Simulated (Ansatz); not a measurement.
# Ab initio dynamics of molten Be13.9F57.7La0.7Li27.8 (281 atoms), part 4 of 4

Aim: follow Be13.9F57.7La0.7Li27.8 (281 atoms) in the fluid state with forces from DFT, and read its local order and motion.

Ansatz 0.2.0; Kohn-Sham DFT, PBE, PAW (set soft_2), plane waves.

The cell: 39 Be, 162 F, 2 La and 78 Li. The Brillouin zone is sampled at Γ only, in a cell whose shortest periodic width is 15 Å. No spin–orbit coupling is included.

So far. Step 4 (Brought to 873 K): Over the second half of 320 fs the temperature averages 987 K, falling from about 1012 to 938 K (means over the first and last quarter of that half). From first frame to last Li has the largest mean square displacement, 1.9 Å² at the end; the farthest move is 2.68 Å. The run spans 0.32 ps, too short for its means to be equilibrium values. Step 5 (Liquid at 873 K): Over the second half of 1960 fs the temperature averages 878 K with swings of 48 K r.m.s.

## 8. Functional HSE06

HSE06 mixes in a quarter of exact exchange at short range, which counters self-interaction, at a higher cost.

This step: Kohn-Sham DFT, HSE06, PAW (set soft_2), plane waves (Ansatz 0.2.0).

input.yaml

```yaml
crystal:
  lattice:
    - [15.1719, 0.0, 0.0]
    - [0.0, 15.1719, 0.0]
    - [0.0, 0.0, 15.1719]
  atoms:
    [... the 281 atom lines of step 7 ...]
kpoints:
  mp_grid: { grid: [1, 1, 1] }
hamiltonian:
  xc: hse06
scf:
  occupations: { method: fermi_dirac, width: 0.075 }
output:
  forces: true
  stress: true
  populations: true
  dos:
    method: { smearing: { sigma: 0.15 } }
    de: 0.1
    projected: { site_lists: { Be: [Be], F: [F], La: [La], Li: [Li] } }
  eigenvalues: true
```

Command:

```console
$ ansatz run input.yaml --threads 32 --pin off --max-ram 143360MiB --backend cuda --events-out ev --progress --plain --runs-dir out
```

Log:

```text
[...]
Warning: output.stress: scf.exx.energy_threshold = 1e-6 eV is looser than the 1.6e-7 eV advised for a stress under a hybrid functional (1e-8 eV for each atom of the cell: 281, of which 16 are counted). Every SCF of the exchange loop can meet its threshold on dr2 while the loop round them stops early: [...]
[...]
Crystal: 281 atoms, lattice volume = 3492.367 Å³
Basis set: ecut = 420 eV, 68243 PW (Γ), exchange–correlation on 216×216×216 points (8 copies of the dense FFT grid, shifted against one another)
Bands: 1015, of which v1, the nominal top of the filled ones, is band 734 counted from 1 (733 counted from 0)
Symmetry: 1 space group operations
[...]
k-points: 1
[...]
SCF iter   1: F=—  HF=-163416.893269 eV  |F-HF|=—  |Δ(HF+E_count)|=         —  Δρ=1.76e-3  dr2=2.82e-1  ethr=1.77e-3  ⟨swp⟩=20.0  Hψ=6406  notcnv=1  reapply=1
[...]
SCF iter   2: F=—  HF=-163416.793005 eV  |F-HF|=—  |Δ(HF+E_count)|=   1.00e-1  Δρ=1.35e-3  dr2=3.72e-2  ethr=1.92e-5  ⟨swp⟩=10.0  Hψ=3250  notcnv=0  defer=40
[...]
SCF iter   4: F=-163416.785843 eV  HF=-163416.785957 eV  |F-HF|=1.14e-4  |Δ(HF+E_count)|=   9.77e-4  Δρ=2.05e-4  dr2=8.33e-4  ethr=4.44e-7  ⟨swp⟩=6.0  Hψ=2101  notcnv=0  defer=16
SCF 1 stopped early in 4 iterations: F = -163416.785843 eV  dr2 = 8.33e-4
[...]
Exchange kernel: α = 0.2500, screened, ω = 0.2079 Å⁻¹, Wigner–Seitz truncation, v(0) = 1029.1785 eV·Å³, q-mesh 1×1×1, nearest image of the exchange supercell L = 15.17 Å, pair-density grid 75×75×75, without the augmentation charges, whose exchange is taken in its separable form (sized by the pseudopotential files, [...]
Frozen-core exchange: fock
SCF iter   1: F=—  HF=-163413.352801 eV  |F-HF|=—  |Δ(HF+E_count)|=         —  Δρ=7.78e-3  dr2=2.35e0  ethr=5.67e-7  ⟨swp⟩=17.0  Hψ=6389  notcnv=0  reapply=1
[...]
SCF iter   2: F=—  HF=-163412.663765 eV  |F-HF|=—  |Δ(HF+E_count)|=   6.89e-1  Δρ=5.10e-3  dr2=2.79e-1  ethr=5.67e-7  ⟨swp⟩=5.0  Hψ=4231  notcnv=0
[...]
SCF iter   5: F=—  HF=-163412.955299 eV  |F-HF|=—  |Δ(HF+E_count)|=   3.34e-3  Δρ=6.42e-5  dr2=1.52e-3  ethr=6.49e-9  ⟨swp⟩=5.0  Hψ=4988  notcnv=0
eigensolver tolerance schedule: the retry pair's looser diagonalisation over-reported the residual by 0.18 of it (diagonalisation noise at 0.19 of the residual, at the tolerance the schedule requests for it); recorded, not acted on — ethr = c·dr2/N_el stays at c = 1.0e-1
SCF iter   6: F=—  HF=-163412.966333 eV  |F-HF|=—  |Δ(HF+E_count)|=   1.10e-2  Δρ=3.80e-4  dr2=3.22e-3  ethr=5.48e-9  ⟨swp⟩=6.0  Hψ=3410  notcnv=0
SCF iter   7: F=-163412.965230 eV  HF=-163412.965260 eV  |F-HF|=2.98e-5  |Δ(HF+E_count)|=   1.07e-3  Δρ=4.03e-5  dr2=7.22e-5  ethr=5.48e-9  ⟨swp⟩=5.0  Hψ=2927  notcnv=0
SCF 2 stopped early in 7 iterations: F = -163412.965230 eV  dr2 = 7.22e-5
  Residual-converged pass: ⟨swp⟩=3.0  Hψ=2413  notcnv=0  max |occ|·‖R‖ = 4.5e-6 eV (tolerance 6.7e-6 eV)  dr2=7.22e-5  dr2_onsite=2.47e-6  max |Δocc| = 0.0e0
[...]
hybrid outer 1: dexx = +4.397e-1 eV, tail = 1.02e-3 eV
[...]
Frozen-core exchange: fock
SCF iter   1: F=—  HF=-163412.970253 eV  |F-HF|=—  |Δ(HF+E_count)|=         —  Δρ=6.05e-5  dr2=8.34e-5  ethr=3.49e-7  ⟨swp⟩=19.0  Hψ=3844  notcnv=0  reapply=1
[...]
SCF iter   6: F=-163412.970244 eV  HF=-163412.970244 eV  |F-HF|=8.06e-9  |Δ(HF+E_count)|=   1.60e-8  Δρ=6.67e-7  dr2=8.95e-9  ethr=1.15e-11 (applied; sched 4.10e-12)  ⟨swp⟩=6.0  Hψ=2001  notcnv=0  defer=31
SCF 3 converged in 6 iterations: F = -163412.970244 eV  dr2 = 8.95e-9
[...]
hybrid outer 2: dexx = +1.372e-5 eV, tail = 3.21e-7 eV, Δε = 4.86e-3 eV (about 9.15e-5 eV left of the loop's levels), ΔF = 8.34e-3 eV/Å (tail 7.40e-4)
[...]
Frozen-core exchange: fock
SCF iter   1: F=—  HF=-163412.970245 eV  |F-HF|=—  |Δ(HF+E_count)|=         —  Δρ=1.97e-6  dr2=4.98e-8  ethr=1.09e-10  ⟨swp⟩=20.0  Hψ=4162  notcnv=20  reapply=1
[...]
SCF iter   2: F=-163412.970245 eV  HF=-163412.970245 eV  |F-HF|=1.14e-9  |Δ(HF+E_count)|=   1.55e-8  Δρ=3.72e-7  dr2=1.90e-9  ethr=1.11e-11 (applied; sched 3.20e-12)  ⟨swp⟩=6.0  Hψ=1823  notcnv=0  defer=8
SCF 4 converged in 2 iterations: F = -163412.970245 eV  dr2 = 1.90e-9
[...]
hybrid SCF converged: 3 outer / 15 inner (+4 warm-up), last move |dexx| = 4.52e-9 eV, tail = 4.45e-9 eV
Stability not checked: this state was not tested for a lower state beside it, because the functional holds exact exchange (a hybrid, or Hartree-Fock), whose exchange loop this test does not read (fock_operator; see scf.lower_state_search)
Free energy (F): -163412.970245 eV
Frozen-core exchange: fock
[...]
Internal energy: -163412.970245 eV  (E = F + TS)
E sigma→0 (E₀):  -163412.970245 eV
Fermi energy:    1.812830 eV
[...]
Σ components = -163412.970245   (vs F -163412.970245, Δ=-2.91e-11)
--- Forces (eV/Å), atoms counted from 1 ---
[... 281 lines of forces left out ...]
  max |Σ_I F_I| component: 5.39e-4 eV/Å
--- Stress (GPa, compression-positive) ---
       -1.872655      -0.201124      -0.491649
       -0.201128      -1.833815       0.640686
       -0.491645       0.640679      -1.017350
  P = ⅓ Tr σ = -1.5746 GPa (-15.746 kbar)
--- Band table (eV) ---
[... left out ...]
--- Löwdin populations: 281 sites ---
  site symbol       q [e]
[... 281 lines, one an atom, left out ...]
  spilling = 0.007563 (of n_electrons = 1468.000000)
```

The job ended after 67 s (1 × NVIDIA GB200 with 32 threads of Arm Neoverse V2, shared host; peak memory 20 GiB).

That memory is the host's.

The program notes that the exchange threshold is loose for the stress.

Geometry and reference: those of the single point at the last frame.

Forces differ from those of the single point at the last frame by 110 meV/Å r.m.s., 14 % of their size; the pressure by -2.0 GPa and the gap by +3.5 eV.

The run gave:

- free energy: -163412.9702 eV
- free energy per atom: -581.5408 eV/atom
- SCF cycles: 19
- pressure: -1.575 GPa
- r.m.s. force component: 0.7793 eV/Å
- longest force: 5.031 eV/Å
- Fermi energy: 1.813 eV
- gap (highest filled to lowest empty level): 7.044 eV
- spilling of the projection: 0.007563

Length of the force by element and coordination:

```tsv
element	coordination	atoms	mean length of the force (eV/Å)	spread	least	most
Be	all	39	1.85	0.999	0.452	5.03
Be	3	3	2.93	0.292	2.67	3.34
Be	4	36	1.76	0.983	0.452	5.03
F	all	162	1.15	0.642	0.148	4.82
F	1	1	0.148	0	0.148	0.148
F	2	47	1.29	0.806	0.255	4.82
F	3	83	1.16	0.568	0.300	2.91
F	4	27	0.918	0.451	0.404	2.68
F	5	4	0.921	0.290	0.507	1.23
La	all	2	1.42	0.387	1.03	1.81
La	7	1	1.81	0	1.81	1.81
La	8	1	1.03	0	1.03	1.03
Li	all	78	0.748	0.393	0.103	2.06
Li	2	2	0.445	0.0613	0.383	0.506
Li	3	19	0.664	0.323	0.103	1.42
Li	4	44	0.752	0.399	0.126	1.63
Li	5	11	0.900	0.468	0.359	2.06
Li	6	2	0.891	0.116	0.775	1.01
```

Löwdin charges by element and coordination (they lack the spilled electrons, 0.040 e an atom on average):

```tsv
element	coordination	atoms	mean charge (e)	spread	least	most
Be	all	39	1.66	0.0075	1.65	1.68
Be	3	3	1.68	0.0056	1.67	1.68
Be	4	36	1.66	0.0061	1.65	1.68
F	all	162	-0.745	0.0401	-0.786	-0.481
F	1	1	-0.755	0	-0.755	-0.755
F	2	47	-0.741	0.0389	-0.775	-0.589
F	3	83	-0.741	0.045	-0.786	-0.481
F	4	27	-0.761	0.0204	-0.785	-0.698
F	5	4	-0.764	0.0036	-0.768	-0.758
La	all	2	1.50	0.0971	1.40	1.59
La	7	1	1.40	0	1.40	1.40
La	8	1	1.59	0	1.59	1.59
Li	all	78	0.820	0.0102	0.795	0.855
Li	2	2	0.823	0.0037	0.820	0.827
Li	3	19	0.830	0.0089	0.817	0.855
Li	4	44	0.819	0.007	0.805	0.834
Li	5	11	0.807	0.0061	0.795	0.815
Li	6	2	0.812	0.006	0.806	0.818
```

Density of states as counts of states in windows of 1 eV (from the Fermi level), total and some projections:

```tsv
from (eV)	to (eV)	total	F p
-14	-12	0.0	0.0
-12	-11	2.5	2.3
-11	-10	13.8	12.8
-10	-9	53.1	49.5
-9	-8	119.1	113.5
-8	-7	166.7	160.7
-7	-6	246.9	240.6
-6	-5	240.7	236.0
-5	-4	112.6	110.8
-4	-3	16.7	16.5
-3	3	0.0	0.0
3	4	17.5	0.3
4	5	22.8	1.1
```

Between -26 and -14 eV lie 118 more states.

About 378 of the 1468 electrons lie in deeper levels, below the stored range.

Not all projections were asked for or kept, so they needn't add up to the total.

The levels nearest the highest filled one (over half full), pooled over k-points and spins:

```tsv
level less the highest filled one (eV)	occupation
-0.431	2
-0.416	2
-0.242	2
-0.194	2
-0.0732	2
0	2
7.04	0
7.06	0
7.08	0
7.11	0
7.15	0
7.20	0
```

## 9. Summary of results

```
mean temperature, second half (liquid at 873 K)                                : 878.2 K
temperature swing, second half (liquid at 873 K)                               : 47.77 K
mean pressure, second half (liquid at 873 K)                                   : 1.243 GPa
slope of the conserved energy against time, by least squares (liquid at 873 K) : -0.0663 meV/atom/ps
free energy per atom                                                           : -581.5547 eV/atom
pressure                                                                       : 0.4481 GPa
r.m.s. force component                                                         : 0.7721 eV/Å
gap (highest filled to lowest empty level)                               : 3.509 eV
wall time of the 6 DFT runs                                                    : 20 min
```

Melting at 1310 K: by the end of the lags followed (0.13 ps), the least mobile element has a mean square displacement of 0.35 Å², too little over such short lags to show that the memory of the start is lost. Melting at 1310 K: the mean temperature of 2025 K lies well off the 1310 K of the input, so the thermostat hasn't yet brought the run to equilibrium. Liquid at 873 K: by the end of the lags followed (0.98 ps), the least mobile element has a mean square displacement of 0.53 Å². Liquid at 873 K: the slope of the later half of the mean square displacement gives diffusion coefficients of about 5.4e-5 cm²/s (Li); over so short a run these are rough. Liquid at 873 K: counting bonds as in the table, 92 % of Be atoms have 4, 51 % of F atoms have 3, 50 % of La atoms have 7 and as many 8 and 56 % of Li atoms have 4 bonded neighbours. The highest filled and lowest empty levels differ by 3.51 eV (at Γ alone); a semilocal functional tends to put such gaps too low. In a disordered cell it changes from sample to sample and from frame to frame.

HSE06 at the same geometry puts the gap at 7.04 eV, a change of +3.53 eV.

What to keep in mind: At the set density the liquid holds a mean pressure of 1.2 GPa, so this isn't the functional's own density for the liquid at that temperature. The pressure of a single frame lacks the kinetic term, about 0.98 GPa here.

[Logs are printed without paths, hosts, clocks, repeated set-up lines and the standing remarks that a program may print on its own settings, such as how far it seeks lower states.]

[Hosts, paths, dates, database ids (printed as entryN), source tags and the programs' standing remarks are cut or masked in the printed files.]
